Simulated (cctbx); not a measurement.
## Diagnosing a refinement

Cell a = 9.7500 Å, b = 9.7500 Å, c = 6.7480 Å, α = 90.00°, β = 90.00°, γ = 120.00°; space group P6_3mc (no. 186). The compound is Dy4Er4Fe3Ni.

Simulated single-crystal data (cctbx): Mo Kα, λ = 0.71073 Å, to d = 0.75 Å, 80 % of the full sphere, strongest reflection 40000 counts, noise from counting, a 3 % proportional error and a noise floor of 8 counts (s.d.); no absorption.

An anisotropic refinement with weights 1/σ² prints:

```text
Rint 0.031, 536 unique reflections to 0.75 A
cycle     R1     wR2    GooF  max shift (A)
   1  0.0279  0.0746   4.029   0.00585
   2  0.0162  0.0441   2.383   0.00017
final R1 0.0162 wR2 0.0441 GooF 2.383  parameters 27  data/parameter 19.9
atom        x        y        z      Ueq    occ   su(xyz)  su(Uiso or U11)
Er1    0.00000  0.00000  0.76877   0.0059  1.000  0.00013  0.0002
Er2    0.34336  0.17168  0.49092   0.0053  1.000  0.00011  0.0002
Dy1    0.92558  0.46279  0.79026   0.0040  1.000  0.00010  0.0002
Dy2    0.66667  0.33333  0.17898   0.0087  1.000  0.00015  0.0003
Ni1    0.66667  0.33333  0.55707   0.0137  1.000  0.00054  0.0011
Fe1    0.32517  0.16258  0.02698   0.0082  1.000  0.00031  0.0008
Flack x: 1.05(3)
Hooft y: 1.044(22)  Bijvoet pairs: 244
difference map: max 1.02 min -0.76 rms 0.15
Q1    0.1685  0.3371  0.9931    6    1.04  0.05 A from Er2
Q2    0.3333  0.6667  0.9431    2    0.94  0.77 A from Ni1
Q3    0.0000  0.0000  0.2776    2    0.69  0.06 A from Er1
Q4    0.3333  0.6667  0.5129    2    0.66  1.12 A from Dy2
Q5    0.0399  0.0798  0.4215    6    0.61  1.23 A from Er1
Q6    0.2911  0.5823  0.4002    6    0.56  2.01 A from Dy2
```

**Question.** Can this result stand? If not, what is the likely fault?

Mend it. The fault: the structure inverted. Against the right model at the same level, R1 goes from 0.0078 to 0.0162 and GooF from 0.95 to 2.38. Only the Bijvoet differences see the inversion, so R1 moves little while x goes to 1 − x. Flack x = 1.05 with s.u. 0.03: x is within 3 s.u. of 1: the model is inverted.

The compound is Dy4Er4Fe3Ni. The right model at the same level gives:

```text
Rint 0.031, 536 unique reflections to 0.75 A
cycle     R1     wR2    GooF  max shift (A)
   1  0.0237  0.0623   3.364   0.00672
   2  0.0078  0.0176   0.949   0.00024
final R1 0.0078 wR2 0.0176 GooF 0.949  parameters 27  data/parameter 19.9
atom        x        y        z      Ueq    occ   su(xyz)  su(Uiso or U11)
Er1    0.00000  0.00000  0.23117   0.0060  1.000  0.00005  0.0001
Er2    0.65663  0.82832  0.50918   0.0054  1.000  0.00005  0.0001
Dy1    0.07443  0.53721  0.20974   0.0040  1.000  0.00004  0.0001
Dy2    0.33333  0.66667  0.82089   0.0087  1.000  0.00006  0.0001
Ni1    0.33333  0.66667  0.44342   0.0133  1.000  0.00021  0.0004
Fe1    0.67477  0.83739  0.97299   0.0072  1.000  0.00012  0.0003
Flack x: -0.04(3)
Hooft y: -0.035(21)  Bijvoet pairs: 244
difference map: max 0.55 min -0.55 rms 0.13
Q1    0.0363  0.0727  0.6638    6    0.56  0.76 A from Er1
Q2    0.9981  0.1722  0.1313   12    0.51  1.82 A from Er1
Q3    0.0933  0.5467  0.4853    6    0.50  1.87 A from Dy1
Q4    0.0407  0.0814  0.0786    6    0.48  1.24 A from Er1
Q5    0.1787  0.5193  0.7460   12    0.46  1.56 A from Dy2
Q6    0.2866  0.5731  0.1109    6    0.46  2.03 A from Dy1
```

Isotropic U is held between 0.0001 and 1 Å² by the program, and listed peak heights are interpolated, so they can pass the grid's maximum.

The model was made for the exercise: a known structure type with other elements put in, its volume estimated, not relaxed; displacement parameters are assumed.

[Middle refinement cycles are left out of these outputs.]

[Logs are printed without paths, hosts, clocks, repeated set-up lines and the standing remarks that a program may print on its own settings, such as how far it seeks lower states.]
